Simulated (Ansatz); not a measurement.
# BaSrTi2O6 (perovskite [001] superlattice) (P4mm): band gap by G0W0 on PBEsol, part 3 of 3

Wanted: the gap of BaSrTi2O6 (perovskite [001] superlattice) (P4mm) with a many-body correction, and the time that it takes.

Ansatz 0.2.0; PBEsol, then G0W0 on it, plane waves, PAW. Known limits of the many-body steps: finite bands, screening cutoff and k mesh; no spin-orbit coupling in G0W0.

So far. Step 3 (The PBEsol band structure): Over mesh and path the gap is 1.856 eV, from k = (0.500, 0.500, 0.000) to k = Γ. The least direct gap found is 2.241 eV, at k = Γ. Step 4 (One-shot GW): Over 23 of 30 irreducible mesh points the G0W0 gap is 3.508 eV, from k = (-0.500, -0.500, 0.000) to k = Γ. The PBEsol gap of this run on the mesh is 1.856 eV. The relaxed cell has a = 3.924, c = 7.932 Å (conventional setting).

The structure was built from a prototype and need not be the compound's stable phase.

## (5) Spin-orbit coupling in PBEsol

This run has two-component orbitals with spin-orbit coupling.

This step: DFT, PBEsol with spin-orbit coupling, plane waves, PAW; PAW set soft_1.

File input.yaml:

```yaml
crystal:
  lattice:
    - [3.9242187103, 0.0, 0.0]
    - [0.0, 3.9242187103, 0.0]
    - [0.0, 0.0, 7.9315891153]
  atoms:
    - { symbol: Sr, position: [0.0, 0.0, 0.1282431578] }
    - { symbol: O, position: [0.5, 0.5, 0.1181215293] }
    - { symbol: Ti, position: [0.5, 0.5, 0.3763421795] }
    - { symbol: O, position: [0.5, 0.0, 0.3600198358] }
    - { symbol: O, position: [0.0, 0.5, 0.3600198358] }
    - { symbol: Ba, position: [0.0, 0.0, 0.6260799679] }
    - { symbol: O, position: [0.5, 0.5, 0.6139620411] }
    - { symbol: Ti, position: [0.5, 0.5, 0.886394246] }
    - { symbol: O, position: [0.5, 0.0, 0.8753886348] }
    - { symbol: O, position: [0.0, 0.5, 0.8753886348] }
kpoints:
  mp_grid: { grid: [6, 6, 4] }
  band_path:
    path:
      - [0.0, 0.0, 0.0]
      - [0.0, 0.5, 0.0]
      - [0.5, 0.5, 0.0]
      - [0.0, 0.0, 0.5]
      - [0.0, 0.5, 0.5]
      - [0.5, 0.5, 0.5]
    npoints: 1
hamiltonian:
  xc: pbesol
  pseudopotentials: { kind: paw_fr, azcp: { folder: soft_1 }, xc_functional: pbe }
scf:
  occupations: { method: fixed }
  n_extra_bands: 14
magnetization:
  noncollinear: true
  spin_orbit: true
output:
  eigenvalues: true
  forces: true
  stress: true
  write_density: true
  write_potential: true
  elf: true
  volumetric_format: npy
```

Run with:

```sh
$ ansatz run input.yaml --threads 3 --pin off --max-ram 92160MiB --backend cuda --events-out ev --progress --plain --runs-dir out --devices 1 --max-vram 13GiB
```

Numbers of over 12 decimals in the logs are rounded to 6 here.

Log:

```text
[...]
GPUs: using 1 of 1 available (devices: 1).
[...]
non-collinear run that drives no moment, with spin-orbit: no starting moment large enough to seed its density (crystal.atoms[].spin), no starting occupations that ask for one, no magnetisation constraint and no magnetic field, so the semilocal B_xc is pinned to zero
[...]
GPU FFT provider: cuFFT
GPU libraries: cuBLAS 13.8.2, cuFFT 12.4.0, cuSOLVER 12.3.4
Crystal: 10 atoms, lattice volume = 122.142 Å³
Basis set: ecut = 420 eV, 2403 PW (Γ), exchange–correlation on 54×54×108 points (8 copies of the dense FFT grid, shifted against one another)
Bands: 94, of which v1, the nominal top of the filled ones, is band 80 counted from 1 (79 counted from 0)
Symmetry: 8 space group operations + 8 with time reversal
[...]
k-points: 30 of 144 (time reversal used)
Projection manifold: j_resolved (fully-relativistic pseudo-atomic orbitals)
[...]
GPU buffer pool allocated for 39366 grid points (all kernels)
[...]
SCF iter   1: F=—  HF=-17691.115864 eV  |F-HF|=—  |Δ(HF+E_count)|=         —  Δρ=5.47e-2  dr2=4.14e0  dr2_m=0.00e0 (ungated)  ethr=3.10e-3  |M|=0.00e0 ∫|m|=0.00e0 μB  |m|>n=0.0e0 m-floor=0.0e0 τ_xc=0.0e0  β_m=0.30  ⟨swp⟩=5.2  Hψ=12029  notcnv=0  defer=249
[...]
spin=Noncollinear: Resta preconditioning applied to the charge; magnetization (m_x, m_y, m_z) channels mix plain (no charge-response kernel on spin).
[...]
site 7: m = (+0.0000, +0.0000, +0.0000) μB, |m| = 0.0000 μB  (R = 0.76 Å)
  site 8: m = (+0.0000, +0.0000, +0.0000) μB, |m| = 0.0000 μB  (R = 0.81 Å)
  site 9: m = (+0.0000, +0.0000, +0.0000) μB, |m| = 0.0000 μB  (R = 0.81 Å)
Free energy (F): -17690.311508 eV
[...]
Internal energy: -17690.311508 eV  (E = F + TS)
E sigma→0 (E₀):  -17690.311508 eV
Fermi energy:    10.203198 eV
[...]
--- Forces (eV/Å), atoms counted from 1 ---
  atom   1  Sr     0.00000000     0.00000000    -0.00001110
  atom   2  O      0.00000000     0.00000000     0.00173272
  atom   3  Ti     0.00000000     0.00000000     0.00091186
  atom   4  O     -0.00000000     0.00000000    -0.00448389
  atom   5  O      0.00000000     0.00000000    -0.00448389
  atom   6  Ba     0.00000000     0.00000000     0.00120124
  atom   7  O      0.00000000     0.00000000     0.00153649
  atom   8  Ti     0.00000000     0.00000000    -0.00107585
  atom   9  O     -0.00000000     0.00000000     0.00230839
  atom  10  O      0.00000000     0.00000000     0.00230839
  max |Σ_I F_I| component: 5.56e-5 eV/Å
--- Stress (GPa, compression-positive) ---
        0.004938       0.000000      -0.000000
        0.000000       0.004938       0.000000
        0.000000       0.000000       0.003289
  P = ⅓ Tr σ = 0.0044 GPa (0.044 kbar)
--- Band table (eV; the first three rows and the last of 30) ---
  k-point 0: bands = [... 76 lower, 9.8279, 9.8279, 9.8528, 9.8528, 12.0582, 12.0582, 12.2143, 12.2143, ... 10 higher]
  k-point 1: bands = [... 76 lower, 9.7381, 9.7381, 9.7983, 9.7983, 12.0790, 12.0790, 12.1922, 12.1922, ... 10 higher]
  k-point 2: bands = [... 76 lower, 9.6426, 9.6426, 9.7060, 9.7060, 12.1159, 12.1159, 12.1536, 12.1536, ... 10 higher]
  k-point 29: bands = [... 76 lower, 10.1481, 10.1481, 10.1858, 10.1858, 14.2545, 14.2545, 14.2642, 14.2642, ... 10 higher]
[key lines of the parts left out:]
SCF converged after 11 iterations
Magnetization: |M| = 0.0000 μB,  M = (+0.0000, +0.0000, +0.0000) μB
```

Elapsed: 11 s, on 1 × NVIDIA H100 80GB HBM3 (shared by 6 runs) with 3 threads of AMD EPYC 7R13 (Zen 3), shared host; peak memory 1.3 GiB.

Numbers from this step:

| Quantity | Value |
| --- | --- |
| pressure | 0.004389 GPa |
| gap | 1.855 eV |
| valence top at | M |
| conduction bottom at | Γ |
| least direct gap | 2.205 eV |

Over mesh and listed points the gap is 1.855 eV, from k = (0.500, 0.500, 0.000) to k = Γ. The least direct gap found is 2.205 eV, at k = Γ. PBEsol+SOC against PBEsol: 1.855 − 1.856 = −0.001 eV, with the same mesh, set of files (read in its fully relativistic form for the spin-orbit run) and cutoff, and both edges at the same k points. The spin-orbit run sees mesh and listed points alone, so its gap is an upper bound: the coupling can move an edge off these points, the more so as this crystal has no centre of inversion, and the change over the zone, its sign included where it is small, is not known.

## (6) The runs together

Each gap is the least one over the points named; times are wall times on shared hosts, not benchmarks. A G0W0 time includes the run's own self-consistent start. Runs with listed points see these and the mesh alone, so an edge that moves elsewhere is missed. Rows marked * are further runs, not shown as steps, whose inputs differ from the G0W0 step on the same start in the columns given; solver thresholds can differ too. Symmetry makes (0.500, 0.500, 0.000) and (-0.500, -0.500, 0.000) one point.

| level | mesh | files, cutoff | bands summed, screening | points | gap (eV) | valence top | conduction bottom | least direct gap (eV) | time |
| --- | --- | --- | --- | --- | --- | --- | --- | --- | --- |
| PBEsol | 6×6×4 | soft_1 PAW, 420 eV | - | mesh and path | 1.856 | (0.500, 0.500, 0.000) | Γ | 2.241 | 15 s |
| PBEsol+SOC | 6×6×4 | soft_1 PAW, 420 eV | - | mesh and listed points | 1.855 | (0.500, 0.500, 0.000) | Γ | 2.205 | 11 s |
| G0W0@PBEsol* | 6×6×4 | soft_1 PAW, 420 eV | 144, 52 eV | 23 of 30 irreducible mesh points | 3.713 | (-0.500, -0.500, 0.000) | Γ | 4.033 | 40 s |
| G0W0@PBEsol | 6×6×4 | soft_1 PAW, 420 eV | 451, 130 eV | 23 of 30 irreducible mesh points | 3.508 | (-0.500, -0.500, 0.000) | Γ | 3.869 | 2.6 min |

## (7) Outcome

| Quantity | Value |
| --- | --- |
| PBEsol gap over mesh and path | 1.856 eV, from k = (0.500, 0.500, 0.000) to k = Γ |
| G0W0@PBEsol gap over 23 of 30 irreducible mesh points | 3.508 eV, from k = (-0.500, -0.500, 0.000) to k = Γ |
| PBEsol+SOC gap over mesh and listed points | 1.855 eV |
| GW settings | 6×6×4 mesh, 411 empty bands, screening to 130 eV, PAW set soft_1 files |
| known limits | finite bands, screening cutoff and k mesh; no spin-orbit coupling in G0W0 |

What this shows: Over 23 of 30 irreducible mesh points the G0W0 gap is 3.508 eV, from k = (-0.500, -0.500, 0.000) to k = Γ. The PBEsol gap of this run on the mesh is 1.856 eV. The two states that bound the G0W0 gap lie that far apart at the start, so the correction of the gap is 3.508 − 1.856 = +1.652 eV. The valence state moves by 9.840 − 10.206 = −0.366 eV and the conduction state by 13.348 − 12.062 = +1.286 eV, on the run's own scale; with 144 bands the edge states move by −0.005 and +1.852 eV, so the split between the edges depends on the bands and cutoff. Both edges that PBEsol shows over mesh and path lie at k points where levels were corrected. Levels at other points were not corrected, so a lower G0W0 gap elsewhere in the zone is not ruled out. From 144 bands and 52 eV to 451 bands and 130 eV the gap moves by 3.508 − 3.713 = −0.205 eV; bands and screening cutoff rise together, so their parts are not told apart. Two runs can't test a law of convergence, so the limit is not known. PBEsol+SOC against PBEsol: 1.855 − 1.856 = −0.001 eV, with the same mesh, set of files (read in its fully relativistic form for the spin-orbit run) and cutoff, and both edges at the same k points. The spin-orbit run sees mesh and listed points alone, so its gap is an upper bound: the coupling can move an edge off these points, the more so as this crystal has no centre of inversion, and the change over the zone, its sign included where it is small, is not known. What spin-orbit coupling does to the G0W0 levels was not computed, so no sum with the G0W0 gap is formed. The G0W0 runs are scalar-relativistic. No pair of G0W0 runs that differ in the mesh alone is shown (6×6×4 is a supercell whose nearest images lie 24 Å apart), so the error from the mesh is not known here. G0W0 is shown with one set of atomic data (soft_1 PAW), so the error from the files is not known here.

[Paths, hosts, dates, memory and timing lines, banners, echoed tables and standing remarks are left out of the program output.]

[Logs are printed without paths, hosts, clocks, repeated set-up lines and the standing remarks that a program may print on its own settings, such as how far it seeks lower states.]

[Runs of the session that timed out or met a known fault of the program may be left out.]

[Cells called generated may have been cut or substituted from an entry of the Crystallography Open Database or the Materials Project.]

[Hosts, paths, dates, database ids (printed as entryN), source tags and the programs' standing remarks are cut or masked in the printed files.]

[Where an RPA ε∞ is given, it is that of the G0W0 mesh and is not shown converged in it. Names of k-points follow the symmetry that the program found, which can be lower than the space group named. Band edges on a path are those of the sampled points; other points can move an edge, and change direct to indirect where valleys lie close.]

[Hybrid gaps are those of their k-mesh and are not shown converged in it.]
